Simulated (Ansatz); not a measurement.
# C on Ti(0001): change of the work function, part 2 of 4

How does C on the fcc site change the work function of Ti(0001) as the layer fills?

Ansatz 0.2.0; plane-wave DFT, PBE, Ansatz PAW (set soft_1); PAW set soft_1.

So far, work function, upper face (eV): step 2 (the clean slab) 4.37.

### 3. Adsorbate added, k-mesh 4×4×1, coverage 0.111 ML

System of this step: C/Ti(0001). The cell holds 37 atoms: 36 Ti and 1 C. Its edges and angles: a = 8.850 Å, b = 8.850 Å, c = 26.655 Å, α = 90.0°, β = 90.0°, γ = 60.0°. Vacuum lies along c.

The clean slab as it ended is repeated in the plane and the adsorbate is set on one face; the cell's size fixes the coverage, and the k-mesh shrinks with it to keep the sampling density about even. Adsorbate and upper layers relax, since the dipole depends on the height.

File input.yaml:

```yaml
crystal:
  lattice:
    - [8.8500000001, 0.0, 0.0]
    - [4.425, 7.6643248235, 0.0]
    - [0.0, 0.0, 26.6551368813]
  atoms:
    - { symbol: Ti, position: [0.2222222222, 0.2222222222, 0.337645987] }
    - { symbol: Ti, position: [0.0, 0.0, 0.4255202308] }
    - { symbol: Ti, position: [0.2222222222, 0.2222222222, 0.5159374524] }
    - { symbol: Ti, position: [0.0, 0.0, 0.5972879136] }
    - { symbol: Ti, position: [0.2222222222, 0.5555555556, 0.337645987] }
    - { symbol: Ti, position: [0.0, 0.3333333333, 0.4255202308] }
    - { symbol: Ti, position: [0.2222222222, 0.5555555556, 0.5159374524] }
    - { symbol: Ti, position: [0.0, 0.3333333333, 0.5972879136] }
    - { symbol: Ti, position: [0.2222222222, 0.8888888889, 0.337645987] }
    - { symbol: Ti, position: [0.0, 0.6666666667, 0.4255202308] }
    - { symbol: Ti, position: [0.2222222222, 0.8888888889, 0.5159374524] }
    - { symbol: Ti, position: [0.0, 0.6666666667, 0.5972879136] }
    - { symbol: Ti, position: [0.5555555556, 0.2222222222, 0.337645987] }
    - { symbol: Ti, position: [0.3333333333, 0.0, 0.4255202308] }
    - { symbol: Ti, position: [0.5555555556, 0.2222222222, 0.5159374524] }
    - { symbol: Ti, position: [0.3333333333, 0.0, 0.5972879136] }
    - { symbol: Ti, position: [0.5555555556, 0.5555555556, 0.337645987] }
    - { symbol: Ti, position: [0.3333333333, 0.3333333333, 0.4255202308] }
    - { symbol: Ti, position: [0.5555555556, 0.5555555556, 0.5159374524] }
    - { symbol: Ti, position: [0.3333333333, 0.3333333333, 0.5972879136] }
    - { symbol: Ti, position: [0.5555555556, 0.8888888889, 0.337645987] }
    - { symbol: Ti, position: [0.3333333333, 0.6666666667, 0.4255202308] }
    - { symbol: Ti, position: [0.5555555556, 0.8888888889, 0.5159374524] }
    - { symbol: Ti, position: [0.3333333333, 0.6666666667, 0.5972879136] }
    - { symbol: Ti, position: [0.8888888889, 0.2222222222, 0.337645987] }
    - { symbol: Ti, position: [0.6666666667, 0.0, 0.4255202308] }
    - { symbol: Ti, position: [0.8888888889, 0.2222222222, 0.5159374524] }
    - { symbol: Ti, position: [0.6666666667, 0.0, 0.5972879136] }
    - { symbol: Ti, position: [0.8888888889, 0.5555555556, 0.337645987] }
    - { symbol: Ti, position: [0.6666666667, 0.3333333333, 0.4255202308] }
    - { symbol: Ti, position: [0.8888888889, 0.5555555556, 0.5159374524] }
    - { symbol: Ti, position: [0.6666666667, 0.3333333333, 0.5972879136] }
    - { symbol: Ti, position: [0.8888888889, 0.8888888889, 0.337645987] }
    - { symbol: Ti, position: [0.6666666667, 0.6666666667, 0.4255202308] }
    - { symbol: Ti, position: [0.8888888889, 0.8888888889, 0.5159374524] }
    - { symbol: Ti, position: [0.6666666667, 0.6666666667, 0.5972879136] }
    - { symbol: C, position: [0.1111111111, 0.1111111111, 0.662354013] }
kpoints:
  mp_grid: { grid: [4, 4, 1] }
hamiltonian:
  xc: pbe
  pseudopotentials: { kind: paw, azcp: { folder: soft_1 } }
scf:
  occupations: { method: fermi_dirac, width: 0.1 }
  convergence: { dr2_threshold: 1.0e-08 }
efield:
  axis: 3
  dipole_correction: true
  ramp_position: 0.97
  ramp_width: 0.06
relax:
  f_tol: 0.02
  max_steps: 60
  constraints:
    - { sites: [0, 1, 4, 5, 8, 9, 12, 13, 16, 17, 20, 21, 24, 25, 28, 29, 32, 33] }
output:
  write_potential: true
  write_density: true
  volumetric_format: npy
```

Run with:

```console
ansatz run input.yaml --threads 4 --pin off --max-ram 16384MiB --backend cpu --events-out ev --progress --plain --runs-dir out
```

Numbers of over 12 decimals in the logs are rounded to 6 here.

What it wrote:

```text
[...]
Crystal: 37 atoms, lattice volume = 1807.999 Å³
Basis set: ecut = 420 eV, 35375 PW (Γ), exchange–correlation on 120×120×360 points (8 copies of the dense FFT grid, shifted against one another)
Bands: 262, of which v1, the nominal top of the filled ones, is band 218 counted from 1 (217 counted from 0)
Symmetry: 6 space group operations
[...]
k-points: 4 of 16 (time reversal used)
[...]
SCF iter   1: F=—  HF=-90249.786941 eV  |F-HF|=—  |Δ(HF+E_count)|=         —  Δρ=5.39e-2  dr2=5.83e2  ethr=3.10e-3  p=-0.000 e·Å  D=-2.40e-8 V/Å  ΔV_dip=0.00 eV  dr2_dipole=3.46e1  V_vac-E_F(+/−)=7.92/7.92 eV  ⟨swp⟩=11.0  Hψ=4811  notcnv=0
[...]
SCF iter  14: F=-90220.465068 eV  HF=-90220.465068 eV  |F-HF|=3.32e-9  |Δ(HF+E_count)|=   1.57e-7  Δρ=3.50e-7  dr2=8.16e-9  ethr=2.29e-12  p=-0.192 e·Å  D=-1.92e-2 V/Å  ΔV_dip=0.51 eV  dr2_dipole=1.16e-9  V_vac-E_F(+/−)=4.93/4.42 eV  ⟨swp⟩=21.5  Hψ=10816  notcnv=0
SCF 1 converged in 14 iterations: F = -90220.465068 eV  dr2 = 8.16e-9
[...]
relax step   1: F+E_penalty+E_count = -90220.46506776 eV  Δ(F+E_penalty+E_count) = +0.000e0 eV  max|allowed force component| = 4.489e0 eV/Å  Δτ_max = 0.0000 Å  (14 SCF iters, accepted)
[...]
SCF iter  10: F=-90221.746332 eV  HF=-90221.746332 eV  |F-HF|=1.49e-8  |Δ(HF+E_count)|=   2.97e-8  Δρ=2.33e-7  dr2=1.57e-9  ethr=2.29e-12  p=-0.146 e·Å  D=-1.47e-2 V/Å  ΔV_dip=0.39 eV  dr2_dipole=2.33e-11  V_vac-E_F(+/−)=4.81/4.41 eV  ⟨swp⟩=12.0  Hψ=7331  notcnv=0
SCF 2 converged in 10 iterations: F = -90221.746332 eV  dr2 = 1.57e-9
[...]
relax step   2: F+E_penalty+E_count = -90221.74633212 eV  Δ(F+E_penalty+E_count) = -1.281e0 eV  max|allowed force component| = 4.043e0 eV/Å  Δτ_max = 0.1949 Å  (10 SCF iters, accepted)
[...]
SCF iter  10: F=-90222.590473 eV  HF=-90222.590473 eV  |F-HF|=1.55e-8  |Δ(HF+E_count)|=   4.62e-8  Δρ=2.69e-7  dr2=2.84e-9  ethr=2.29e-12  p=-0.092 e·Å  D=-9.18e-3 V/Å  ΔV_dip=0.24 eV  dr2_dipole=6.10e-11  V_vac-E_F(+/−)=4.66/4.42 eV  ⟨swp⟩=13.0  Hψ=8323  notcnv=0
SCF 3 converged in 10 iterations: F = -90222.590473 eV  dr2 = 2.84e-9
relax step   3: F+E_penalty+E_count = -90222.59047260 eV  Δ(F+E_penalty+E_count) = -8.441e-1 eV  max|allowed force component| = 2.033e0 eV/Å  Δτ_max = 0.1950 Å  (10 SCF iters, accepted)
[...]
relax step   4: F+E_penalty+E_count = -90222.84903162 eV  Δ(F+E_penalty+E_count) = -2.586e-1 eV  max|allowed force component| = 2.746e-1 eV/Å  Δτ_max = 0.1910 Å  (10 SCF iters, accepted)
[...]
relax step   5: F+E_penalty+E_count = -90222.86172168 eV  Δ(F+E_penalty+E_count) = -1.269e-2 eV  max|allowed force component| = 6.406e-2 eV/Å  Δτ_max = 0.0999 Å  (11 SCF iters, accepted)
SCF iter   1: F=—  HF=-90222.875159 eV  |F-HF|=—  |Δ(HF+E_count)|=         —  Δρ=1.68e-3  dr2=4.34e-1  ethr=4.47e-4  p=-0.062 e·Å  D=-6.24e-3 V/Å  ΔV_dip=0.17 eV  dr2_dipole=4.02e-2  V_vac-E_F(+/−)=4.58/4.42 eV  ⟨swp⟩=2.5  Hψ=1483  notcnv=0
[...]
SCF iter   9: F=-90222.865088 eV  HF=-90222.865088 eV  |F-HF|=1.40e-8  |Δ(HF+E_count)|=   2.93e-8  Δρ=2.71e-7  dr2=3.30e-9  ethr=2.29e-12  p=-0.063 e·Å  D=-6.27e-3 V/Å  ΔV_dip=0.17 eV  dr2_dipole=9.67e-13  V_vac-E_F(+/−)=4.59/4.42 eV  ⟨swp⟩=10.8  Hψ=7260  notcnv=0
SCF 6 converged in 9 iterations: F = -90222.865088 eV  dr2 = 3.30e-9
[...]
relax step   6: F+E_penalty+E_count = -90222.86508797 eV  Δ(F+E_penalty+E_count) = -3.366e-3 eV  max|allowed force component| = 1.293e-2 eV/Å  Δτ_max = 0.0178 Å  (9 SCF iters, accepted)
NSCF: frozen V_eff on 4 k-points
[...]
SCF converged after 9 iterations
Free energy (F): -90222.865088 eV
[...]
Internal energy: -90220.647030 eV  (E = F + TS)
E sigma→0 (E₀):  -90221.756059 eV
Entropy (-TS):   -2.218058 eV (-59.948 meV/atom)
Fermi energy:    1.816935 eV
Dipole field:    D = -0.006266 V/Å  (p = -0.062611 e·Å, saw-weighted, corrected)
Work function:   Φ+ = 4.5851 eV   Φ− = 4.4180 eV
[...]
--- Forces (eV/Å), atoms counted from 1 ---
  atom   1  Ti    -0.00035737    -0.00020633     0.58799295
  atom   2  Ti     0.02146935     0.01239534    -0.48115928
  atom   3  Ti     0.00783277     0.00452225    -0.00252551
  atom   4  Ti     0.01119659     0.00646435    -0.00205529
  atom   5  Ti    -0.01173088     0.00677283     0.60739017
  atom   6  Ti     0.00000000    -0.02479067    -0.48115928
  atom   7  Ti    -0.00430429     0.00248508    -0.00154865
  atom   8  Ti     0.00000000    -0.01292870    -0.00205529
  atom   9  Ti    -0.00000000     0.00041265     0.58799295
  atom  10  Ti     0.00096085    -0.00055475    -0.68924745
  atom  11  Ti     0.00000000    -0.00904450    -0.00252551
  atom  12  Ti    -0.00048457     0.00027977     0.00444564
  atom  13  Ti     0.00000000    -0.01354566     0.60739017
  atom  14  Ti    -0.02146935     0.01239534    -0.48115928
  atom  15  Ti     0.00000000    -0.00497017    -0.00154865
  atom  16  Ti    -0.01119659     0.00646435    -0.00205529
  atom  17  Ti     0.01173088     0.00677283     0.60739017
  atom  18  Ti    -0.01315192    -0.00759326    -0.62030047
  atom  19  Ti     0.00430429     0.00248508    -0.00154865
  atom  20  Ti     0.00070972     0.00040976     0.00787647
  atom  21  Ti     0.00322979    -0.00186472     0.58876742
  atom  22  Ti    -0.00000000     0.01518653    -0.62030047
  atom  23  Ti    -0.00562397     0.00324700     0.00051063
  atom  24  Ti     0.00000000    -0.00081951     0.00787647
  atom  25  Ti     0.00035737    -0.00020633     0.58799295
  atom  26  Ti    -0.00000000     0.00110950    -0.68924745
  atom  27  Ti    -0.00783277     0.00452225    -0.00252551
  atom  28  Ti     0.00000000    -0.00055953     0.00444564
  atom  29  Ti    -0.00000000     0.00372944     0.58876742
  atom  30  Ti     0.01315192    -0.00759326    -0.62030047
  atom  31  Ti     0.00000000    -0.00649400     0.00051063
  atom  32  Ti    -0.00070972     0.00040976     0.00787647
  atom  33  Ti    -0.00322979    -0.00186472     0.58876742
  atom  34  Ti    -0.00096085    -0.00055475    -0.68924745
  atom  35  Ti     0.00562397     0.00324700     0.00051063
  atom  36  Ti     0.00048457     0.00027977     0.00444564
  atom  37  C     -0.00000000     0.00000000    -0.00042649
  max |Σ_I F_I| component: 1.34e-5 eV/Å
--- Band table (eV) ---
  k-point 0: bands = [... 214 lower, 1.8293, 1.8294, 1.8420, 1.8500, 1.8500, 1.8833, 1.9161, 1.9175, ... 40 higher]
  k-point 1: bands = [... 214 lower, 1.7433, 1.7577, 1.7958, 1.8000, 1.8556, 1.8597, 1.8770, 1.9215, ... 40 higher]
  k-point 2: bands = [... 214 lower, 1.7484, 1.7658, 1.7781, 1.8242, 1.8510, 1.8513, 1.8844, 1.9430, ... 40 higher]
  k-point 3: bands = [... 214 lower, 1.6822, 1.6968, 1.7540, 1.7930, 1.8665, 1.8862, 1.8898, 1.9174, ... 40 higher]
--- Relaxed structure (6 steps of the walk, 6 accepted, 0 SCFs on fresh bases) ---
  F+E_penalty+E_count = -90222.86508797 eV   max|allowed force component| = 1.293e-2 eV/Å
  atoms:
    - { symbol: Ti, position: [0.222222, 0.222222, 0.337646] }
    - { symbol: Ti, position: [1.111110140331376e-11, 1.1111101403313758e-11, 0.425520] }
    - { symbol: Ti, position: [0.223997, 0.223997, 0.515990] }
    - { symbol: Ti, position: [-0.000175831, -0.000175831, 0.601242] }
    - { symbol: Ti, position: [0.222222, 0.555556, 0.337646] }
    - { symbol: Ti, position: [1.1111139786024182e-11, 0.333333, 0.425520] }
    - { symbol: Ti, position: [0.223064, 0.555135, 0.515444] }
    - { symbol: Ti, position: [-0.000175831, 0.333685, 0.601242] }
    - { symbol: Ti, position: [0.222222, 0.888889, 0.337646] }
    - { symbol: Ti, position: [-2.2222224060897133e-11, 0.666667, 0.425520] }
    - { symbol: Ti, position: [0.223997, 0.885340, 0.515990] }
    - { symbol: Ti, position: [0.00149795, 0.665918, 0.596059] }
    - { symbol: Ti, position: [0.555556, 0.222222, 0.337646] }
    - { symbol: Ti, position: [0.333333, 1.1111101403313755e-11, 0.425520] }
    - { symbol: Ti, position: [0.555135, 0.223064, 0.515444] }
    - { symbol: Ti, position: [0.333685, -0.000175831, 0.601242] }
    - { symbol: Ti, position: [0.555556, 0.555556, 0.337646] }
    - { symbol: Ti, position: [0.333333, 0.333333, 0.425520] }
    - { symbol: Ti, position: [0.555135, 0.555135, 0.515444] }
    - { symbol: Ti, position: [0.334958, 0.334958, 0.598031] }
    - { symbol: Ti, position: [0.555556, 0.888889, 0.337646] }
    - { symbol: Ti, position: [0.333333, 0.666667, 0.425520] }
    - { symbol: Ti, position: [0.556284, 0.888525, 0.514751] }
    - { symbol: Ti, position: [0.334958, 0.663416, 0.598031] }
    - { symbol: Ti, position: [0.888889, 0.222222, 0.337646] }
    - { symbol: Ti, position: [0.666667, -2.222223468803194e-11, 0.425520] }
    - { symbol: Ti, position: [0.885340, 0.223997, 0.515990] }
    - { symbol: Ti, position: [0.665918, 0.00149795, 0.596059] }
    - { symbol: Ti, position: [0.888889, 0.555556, 0.337646] }
    - { symbol: Ti, position: [0.666667, 0.333333, 0.425520] }
    - { symbol: Ti, position: [0.888525, 0.556284, 0.514751] }
    - { symbol: Ti, position: [0.663416, 0.334958, 0.598031] }
    - { symbol: Ti, position: [0.888889, 0.888889, 0.337646] }
    - { symbol: Ti, position: [0.666667, 0.666667, 0.425520] }
    - { symbol: Ti, position: [0.888525, 0.888525, 0.514751] }
    - { symbol: Ti, position: [0.665918, 0.665918, 0.596059] }
    - { symbol: C, position: [0.111111, 0.111111, 0.637228] }
```

Run time: 13 min. Hardware: 4 threads of Arm Neoverse V1, shared host; peak memory 7.7 GiB.

Step by step:

```csv
step,energy less that of the first step (eV),largest force component (eV/Å)
1,0.0000,4.4891
2,-1.2813,4.0434
3,-2.1254,2.0329
4,-2.3840,0.2746
5,-2.3967,0.0641
6,-2.4000,0.0129
```

The run keeps the 6 symmetry operations that it works with, so distortions that break them were not tested.

The atoms that moved most (Å):

```csv
atom,dx,dy,dz,length
C37,0.000,0.000,-0.670,0.670
Ti4,-0.002,-0.001,0.105,0.105
Ti16,0.002,-0.001,0.105,0.105
Ti8,0.000,0.003,0.105,0.105
Ti12,0.010,-0.006,-0.033,0.035
Ti36,-0.010,-0.006,-0.033,0.035
Ti28,0.000,0.011,-0.033,0.035
Ti23,0.005,-0.003,-0.032,0.032
```

The relaxed structure:

```
Ti C
1.0
     8.85000    0.00000    0.00000
     4.42500    7.66432    0.00000
     0.00000    0.00000   26.65514
Ti C
36 1
Direct
  0.22222 0.22222 0.33765
  0.00000 0.00000 0.42552
  0.22400 0.22400 0.51599
  0.99982 0.99982 0.60124
  0.22222 0.55556 0.33765
  0.00000 0.33333 0.42552
  0.22306 0.55513 0.51544
  0.99982 0.33368 0.60124
  0.22222 0.88889 0.33765
  0.00000 0.66667 0.42552
  0.22400 0.88534 0.51599
  0.00150 0.66592 0.59606
  0.55556 0.22222 0.33765
  0.33333 0.00000 0.42552
  0.55513 0.22306 0.51544
  0.33368 0.99982 0.60124
  0.55556 0.55556 0.33765
  0.33333 0.33333 0.42552
  0.55513 0.55513 0.51544
  0.33496 0.33496 0.59803
  0.55556 0.88889 0.33765
  0.33333 0.66667 0.42552
  0.55628 0.88852 0.51475
  0.33496 0.66342 0.59803
  0.88889 0.22222 0.33765
  0.66667 0.00000 0.42552
  0.88534 0.22400 0.51599
  0.66592 0.00150 0.59606
  0.88889 0.55556 0.33765
  0.66667 0.33333 0.42552
  0.88852 0.55628 0.51475
  0.66342 0.33496 0.59803
  0.88889 0.88889 0.33765
  0.66667 0.66667 0.42552
  0.88852 0.88852 0.51475
  0.66592 0.66592 0.59606
  0.11111 0.11111 0.63723
```

Numbers from this step:

* energy at zero smearing: -90221.7561 eV
* work function, upper face: 4.585 eV
* work function, lower face: 4.418 eV
* dipole along the normal: -0.06261 e·Å
* step between the vacuum levels: 0.1670 eV

Running mean over 2.342 Å of the planar mean; the ramp of the sawtooth is left out. Electron's electrostatic potential energy less the Fermi level against z:

```csv
z (Å),electron's electrostatic potential energy less the Fermi level (eV)
4,4.42
5,4.40
6,4.23
7,2.88
8,-3.56
9,-7.41
10,-7.27
11,-7.25
12,-7.09
13,-7.04
14,-7.53
15,-8.11
16,-7.66
17,-3.47
18,2.89
19,4.42
20,4.57
21,4.58
22,4.58
23,4.59
```

The relaxation took 6 steps and lowered the energy by 2.4 eV; the largest force on the free atoms ends at 0.013 eV/Å.

The covered face has 4.59 eV, +0.21 eV against the clean one; the bare back face has moved by -0.01 eV, a measure of how thin the slab is.

(Part 2 of 4 ends here.)

[Logs are printed without paths, hosts, clocks, repeated set-up lines and the standing remarks that a program may print on its own settings, such as how far it seeks lower states.]

[Hosts, paths, dates, database ids (printed as entryN), source tags and the programs' standing remarks are cut or masked in the printed files.]

[Maps of the electrostatic potential energy from Ansatz leave out the sawtooth potential of an applied field or a dipole correction, so their vacuum need not be flat; planar profiles and work functions include it.]
